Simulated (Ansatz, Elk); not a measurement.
# Bonding as seen by X-rays: Be2BiAs2

The structure of Be2BiAs2 used here is made up (a known structure type with other elements) and was relaxed beforehand with PBEsol. The aim is the Fourier transform of its all-electron density, F(hkl), set beside the sum over free spherical atoms that refinements use.

Method: DFT, PBE, all-electron APW+lo, Dirac cores, scalar-relativistic bands, static density, no spin, in Elk 11.2.3 (patched build).

The structure was built from a prototype and need not be the compound's stable phase.

## (1) Set-up

It takes space group I4/mmm (No. 139, tetragonal). Conventional cell: a = 3.614 Å, b = 3.614 Å, c = 13.325 Å, α = 90.00°, β = 90.00°, γ = 90.00°. Nearest to Bi lie 8 As at 3.19 Å. As has 4 Be at 2.30 Å and 4 Bi at 3.19 Å nearest. Nearest to Be lie 4 As at 2.30 Å. Farther neighbours are not listed.

Coordinates:

```cif
data_structure
_symmetry_space_group_name_H-M 'I4/mmm'
_symmetry_Int_Tables_number 139
_cell_length_a 3.6145
_cell_length_b 3.6145
_cell_length_c 13.3251
_cell_angle_alpha 90.000
_cell_angle_beta 90.000
_cell_angle_gamma 90.000
_cell_volume 174.09
loop_
_atom_site_label
_atom_site_type_symbol
_atom_site_symmetry_multiplicity
_atom_site_Wyckoff_symbol
_atom_site_fract_x
_atom_site_fract_y
_atom_site_fract_z
_atom_site_occupancy
Bi1 Bi 2 a 0.00000 0.00000 0.00000 1
As1 As 4 e 0.50000 0.50000 0.14348 1
Be1 Be 4 d 0.00000 0.50000 0.25000 1
```

## (2) Ground state and structure factors

An all-electron density is needed, since X-rays see the cores too. Task 0 finds the density and task 195 Fourier-transforms it; tshift is off so that phases refer to the origin typed.

File elk.in:

```
tasks
  0
  195

xctype
  20

spinpol
  .false.

rgkmax
  7.0

gmaxvr
  14.0

lmaxo
  7

lmaxapw
  8

swidth
  0.002

tshift
  .false.

ramdisk
  .false.

hmaxvr
  5.5

maxscl
  120

epspot
  1e-06

sppath
  './'

avec
  -3.41520654917 3.41520654917 12.59040585893
  3.41520654917 -3.41520654917 12.59040585893
  3.41520654917 3.41520654917 -12.59040585893

atoms
  3
  'Bi.in'
  1
  0.0000000000 0.0000000000 -0.0000000000   0.000000 0.000000 0.000000
  'As.in'
  2
  0.6434837648 0.6434837648 0.0000000000   0.000000 0.000000 0.000000
  0.3565162352 0.3565162352 0.0000000000   0.000000 0.000000 0.000000
  'Be.in'
  2
  0.7500000000 0.2500000000 0.5000000000   0.000000 0.000000 0.000000
  0.2500000000 0.7500000000 0.5000000000   0.000000 0.000000 0.000000

ngridk
  9 9 9
```

Command:

```sh
$ OMP_NUM_THREADS=4 elk
```

Numbers of over 12 decimals in the logs are rounded to 6 here.

The program printed:

```text
┌─────────────────────────┐
│ Elk code version 11.2.3 │
└─────────────────────────┘

All units are atomic (Hartree, Bohr, etc.)

┌─────────────────────────────────────────────────┐
│ Ground-state run starting from atomic densities │
└─────────────────────────────────────────────────┘

Lattice vectors :
  -3.415206549       3.415206549       12.59040586
   3.415206549      -3.415206549       12.59040586
   3.415206549       3.415206549      -12.59040586

Reciprocal lattice vectors :
 -0.3418778397E-16  0.9198836464      0.2495227468
  0.9198836464     -0.3418778397E-16  0.2495227468
  0.9198836464      0.9198836464      0.8618205247E-17

Unit cell volume      :    587.3996327
Brillouin zone volume :   0.4222852716

Muffin-tin inner radius fraction :   0.1000000000E-01

Nuclei treated as point charges

Species : 1 (Bi)
 parameters loaded from : Bi.in
 name : bismuth
 nuclear charge    :   -83.00000000
 electronic charge :    83.00000000
 atomic mass :    380947.9285
 muffin-tin radius :    2.800000000
 number of radial points in muffin-tin :   1393
 inner part over the whole radius :   0.9976520004E-02
 number on inner part of muffin-tin    :   1001
 approximate nuclear radius :   0.1052171418E-03
 number of mesh points to nuclear radius :    526
 atomic positions (lattice), magnetic fields (Cartesian) :
  1 :   0.00000000  0.00000000  0.00000000    0.00000000  0.00000000  0.00000000

Species : 2 (As)
 parameters loaded from : As.in
 name : arsenic
 nuclear charge    :   -33.00000000
 electronic charge :    33.00000000
 atomic mass :    136573.7220
 muffin-tin radius :    2.400000000
 number of radial points in muffin-tin :    993
 inner part over the whole radius :   0.9862024899E-02
 number on inner part of muffin-tin    :    702
 approximate nuclear radius :   0.7712558785E-04
 number of mesh points to nuclear radius :    341
 atomic positions (lattice), magnetic fields (Cartesian) :
  1 :  -0.35651624 -0.35651624  0.00000000    0.00000000  0.00000000  0.00000000
  2 :   0.35651624  0.35651624  0.00000000    0.00000000  0.00000000  0.00000000

Species : 3 (Be)
 parameters loaded from : Be.in
 name : beryllium
 nuclear charge    :   -4.000000000
 electronic charge :    4.000000000
 atomic mass :    16428.20280
 muffin-tin radius :    1.800000000
 number of radial points in muffin-tin :    593
 inner part over the whole radius :   0.9826427374E-02
 number on inner part of muffin-tin    :    403
 approximate nuclear radius :   0.4290726161E-04
 number of mesh points to nuclear radius :    156
 atomic positions (lattice), magnetic fields (Cartesian) :
  1 :  -0.25000000  0.25000000  0.50000000    0.00000000  0.00000000  0.00000000
  2 :   0.25000000 -0.25000000  0.50000000    0.00000000  0.00000000  0.00000000

Total number of atoms per unit cell :    5
Total muffin-tin volume :    256.6220431
 ratio of muffin-tin to unit cell volume :   0.4368781130

Spin treatment :
 spin-unpolarised

Number of Bravais lattice symmetries :   16
Number of crystal symmetries         :   16
Crystal has inversion symmetry
Real symmetric eigensolver will be used

k-point grid :      9     9     9
k-point offset :    0.000000000       0.000000000       0.000000000
k-point set is reduced with full crystal symmetry group
Total number of k-points :       75

Muffin-tin radius times maximum |G+k| :    7.000000000
 using average radius
Maximum |G+k| for APW functions       :    3.125000000
Maximum (1/2)|G+k|²                   :    4.882812500
Maximum |G| for potential and density :    14.00000000
Constant for pseudocharge density :   10
 order of it for each species :   17  17  17
 order of it for pair densities of each species (exact exchange by exxq0 0: 18) :   15  11   5
Radial integration step length :    1

G-vector grid sizes :     63    63    63
Number of G-vectors :    27205

Maximum angular momentum used for
 APW functions            :    8
 outer part of muffin-tin :    7
 inner part of muffin-tin :    2

Total nuclear charge    :   -157.0000000
[...]
Density of states at Fermi energy :    31.17494714
 (states/Hartree/unit cell)

Estimated indirect band gap :   0.3101776842E-02
 from k-point 24 to k-point 22
Estimated direct band gap   :   0.1169685721E-01
 at k-point 25

Charges :
 core                        :    108.0000000
 valence                     :    49.00000000
 interstitial                :    7.223295209
 muffin-tins (core leakage)
  species : 1 (Bi)
   atom 1                    :    80.48806878     (  0.6969409484E-03)
  species : 2 (As)
[...]
species : 3 (Be)
[...]
total in muffin-tins        :    149.7767048
 total calculated charge     :    156.9963201
 total charge                :    157.0000000
 error                       :   0.3679882567E-02

RMS change in Kohn-Sham potential (target) :    4.129942285     (  0.1000000000E-05)
Absolute change in total energy (target)   :    3.863743992     (  0.1000000000E-03)

[... loops 3 to 15 left out ...]

┌──────────────────┐
│ Loop number : 16 │
└──────────────────┘

Energies :
 Fermi                       :     0.262701
 sum of occupied eigenvalues :     -15992.902768663
 electron kinetic            :      29899.682378952
 core electron kinetic       :      29385.226238966
 Coulomb                     :     -55460.637424502
 Coulomb potential           :     -45144.931692103
 nuclear-nuclear             :     -2005.0333768438
 electron-nuclear            :     -61798.483832691
 Hartree                     :      8342.8797850324
 Madelung                    :     -32888.171578450
 xc potential                :     -747.65345551172
 exchange                    :     -563.66806781301
 correlation                 :     -8.649868
 electron entropic           :    -0.60694251881179E-03
 total energy                :     -26133.273588710

Density of states at Fermi energy :    46.34437796
 (states/Hartree/unit cell)

Estimated indirect band gap :   0.1852567657E-02
 from k-point 16 to k-point 20
Estimated direct band gap   :   0.3939246273E-02
 at k-point 16

Charges :
 core                        :    108.0000000
 valence                     :    49.00000000
 interstitial                :    7.182051941
 muffin-tins (core leakage)
  species : 1 (Bi)
[...]
species : 2 (As)
[...]
species : 3 (Be)
[...]
total in muffin-tins        :    149.8179481
 total calculated charge     :    156.9964561
 total charge                :    157.0000000
 error                       :   0.3543895238E-02

RMS change in Kohn-Sham potential (target) :   0.8290829962E-06 (  0.1000000000E-05)
Absolute change in total energy (target)   :   0.4316971172E-04 (  0.1000000000E-03)

Convergence targets achieved

┌──────────────────┐
│ Loop number : 17 │
└──────────────────┘

Energies :
 Fermi                       :     0.262701
 sum of occupied eigenvalues :     -15992.902755682
 electron kinetic            :      29899.682385553
 core electron kinetic       :      29385.226247828
 Coulomb                     :     -55460.637423358
 Coulomb potential           :     -45144.931692108
 nuclear-nuclear             :     -2005.0333768438
 electron-nuclear            :     -61798.483829096
 Hartree                     :      8342.8797825810
 Madelung                    :     -32888.171577304
 xc potential                :     -747.65344912731
 exchange                    :     -563.66806782544
 correlation                 :     -8.649868
 electron entropic           :    -0.60694245245237E-03
 total energy                :     -26133.273580970

Density of states at Fermi energy :    46.34436850
 (states/Hartree/unit cell)

Estimated indirect band gap :   0.1852542092E-02
 from k-point 16 to k-point 20
Estimated direct band gap   :   0.3939242826E-02
 at k-point 16

Charges :
 core                        :    108.0000000
 valence                     :    49.00000000
 interstitial                :    7.182051517
 muffin-tins (core leakage)
  species : 1 (Bi)
[...]
species : 2 (As)
[...]
atom 2                    :    31.61791992     (  0.1439891657E-03)
  species : 3 (Be)
   atom 1                    :    2.779303442     (  0.1137878198E-02)
   atom 2                    :    2.779303442     (  0.1137878198E-02)
 total in muffin-tins        :    149.8179485
 total calculated charge     :    156.9964561
 total charge                :    157.0000000
 error                       :   0.3543895302E-02

┌──────────────────────────────┐
│ Self-consistent loop stopped │
└──────────────────────────────┘

Warning : core states of species 1 leak from the muffin-tin :   0.6625088384E-03

Warning : core states of species 2 leak from the muffin-tin :   0.1439891657E-03

Warning : core states of species 3 leak from the muffin-tin :   0.1137878198E-02

Wrote STATE.OUT
```

The job ended after 94 s (4 threads of Arm Neoverse N1, shared host; peak memory 0.24 GiB).

SFACRHO.OUT:

```text

h k l indices transformed by vhmat matrix:
   1.000000000       0.000000000       0.000000000    
   0.000000000       1.000000000       0.000000000    
   0.000000000       0.000000000       1.000000000    

      h      k      l  multipl.   |H|            Re(F)            Im(F)           |F|

      0      0      0      1   0.0000000       157.00000     -0.34112132E-15   157.00000    
      1      1     -1      2  0.49904549       58.576517     -0.22709331E-14   58.576517    
      0     -1      1      8  0.95312514       39.107541      -0.0000000       39.107541    
     -2     -2      2      2  0.99809099       28.677392     -0.44126658E-14   28.677392    
      2      1     -1      8   1.1859765       121.21194      -0.0000000       121.21194    
      0      0     -1      4   1.3009119       119.00461     -0.61234748E-15   119.00461    
      0     -2      1      8   1.3933479       61.613466     -0.14802377E-14   61.613466    
      3      3     -3      2   1.4971365       96.678057     -0.13525929E-14   96.678057    
      3      2     -2      8   1.5500729       77.605497      -0.0000000       77.605497    
     -3     -1      2      8   1.6396821       19.057514      0.37432900E-14   19.057514    
     -1      1      1      4   1.8397673       114.30839     -0.60549855E-15   114.30839    
     -2      0      0      8   1.9062503       49.440312      0.56123284E-14   49.440312    
     -4     -3      3      8   1.9740832       17.328729      -0.0000000       17.328729    
     -3     -3      2      8   1.9833783       95.063822     -0.39102098E-14   95.063822    
      4      4     -4      2   1.9961820       92.781694      0.77930002E-14   92.781694    
     -1      2     -1     16   2.0720017       33.995957      -0.0000000       33.995957    
     -3     -1      1      8   2.0930670       25.009284     -0.22048788E-14   25.009284    
      0     -3      1     16   2.1889002       99.628220      -0.0000000       99.628220
```

Elk indexes on the primitive cell of elk.in and gives |H| = 4π sin θ/λ in inverse bohr. Below, one row stands for each form hkl of the conventional cell (m members, Friedel mates merged), F is for one primitive cell and the density is static (no thermal factor). Free-atom factors are Waasmaier and Kirfel's, and R is Σm||F|−|F'||/Σm|F|.

| hkl | m | sin θ/λ (Å⁻¹) | abs F, DFT | neutral atoms | diff. |
| --- | --- | --- | --- | --- | --- |
| 002 | 2 | 0.075 | 58.577 | 58.946 | -0.369 |
| 101 | 8 | 0.143 | 39.108 | 39.443 | -0.336 |
| 004 | 2 | 0.150 | 28.677 | 28.685 | -0.007 |
| 103 | 8 | 0.178 | 121.212 | 121.090 | +0.122 |
| 110 | 4 | 0.196 | 119.005 | 119.183 | -0.178 |
| 112 | 8 | 0.209 | 61.614 | 61.533 | +0.080 |
| 006 | 2 | 0.225 | 96.678 | 96.761 | -0.083 |
| 105 | 8 | 0.233 | 77.606 | 77.695 | -0.089 |
| 114 | 8 | 0.247 | 19.058 | 18.967 | +0.090 |
| 200 | 4 | 0.277 | 114.308 | 114.641 | -0.333 |
| 202 | 8 | 0.287 | 49.440 | 49.297 | +0.143 |
| 107 | 8 | 0.297 | 17.329 | 16.992 | +0.337 |
| 116 | 8 | 0.298 | 95.064 | 95.198 | -0.135 |
| 008 | 2 | 0.300 | 92.782 | 93.005 | -0.223 |
| 211 | 16 | 0.312 | 33.996 | 33.818 | +0.178 |
| 204 | 8 | 0.315 | 25.009 | 24.851 | +0.158 |
| 213 | 16 | 0.329 | 99.628 | 99.869 | -0.241 |
| 206 | 8 | 0.357 | 82.090 | 82.177 | -0.086 |

## (3) The highest occupied states alone

An energy window below the Fermi level keeps the highest occupied states, to see at which angles they scatter; shallow core shells can lie inside it and anion s states outside. No new self-consistency is needed.

elk.in, as its differences from that of step 2:

```diff
@@ -1,3 +1,2 @@
 tasks
-  0
   195
@@ -40,2 +39,5 @@
 
+wsfac
+  -0.104790 0.562700
+
 sppath
```

Command:

```sh
$ OMP_NUM_THREADS=4 elk
```

The program printed:

```text
┌─────────────────────────────────┐
│ Elk code version 11.2.3 started │
└─────────────────────────────────┘

Info(readinput): the functional depends on the density's gradient
 muffin-tin radial points multiplied by    2.00000
 (not where nrmtscf is given)

┌────────────────────┐
│ Current task : 195 │
└────────────────────┘

Info(sfacrho): density structure factors written to SFACRHO.OUT

 Energy window :  -0.1047900000      0.5627000000

┌──────────────────┐
│ Elk code stopped │
└──────────────────┘
```

The job ended after 18 s (4 threads; peak memory 0.17 GiB; 23 s of CPU time).

States within 10 eV below the Fermi level hold 13.38 electrons; any levels below the window count with the cores, and a count that is not whole means the window cuts a band. Their amplitudes can exceed the total, where window and core parts have opposite phase:

| hkl | sin θ/λ (Å⁻¹) | abs F, window | abs F, all |
| --- | --- | --- | --- |
| 002 | 0.075 | 1.601 | 58.577 |
| 101 | 0.143 | 1.160 | 39.108 |
| 004 | 0.150 | 0.614 | 28.677 |
| 103 | 0.178 | 1.540 | 121.212 |
| 110 | 0.196 | 0.563 | 119.005 |
| 112 | 0.209 | 0.330 | 61.614 |
| 006 | 0.225 | 0.056 | 96.678 |
| 105 | 0.233 | 0.171 | 77.606 |
| 114 | 0.247 | 0.386 | 19.058 |
| 200 | 0.277 | 0.321 | 114.308 |

[end of part 1 of 2]

[Logs are printed without paths, hosts, clocks, repeated set-up lines and the standing remarks that a program may print on its own settings, such as how far it seeks lower states.]

[Hosts, paths, dates, database ids (printed as entryN), source tags and the programs' standing remarks are cut or masked in the printed files.]
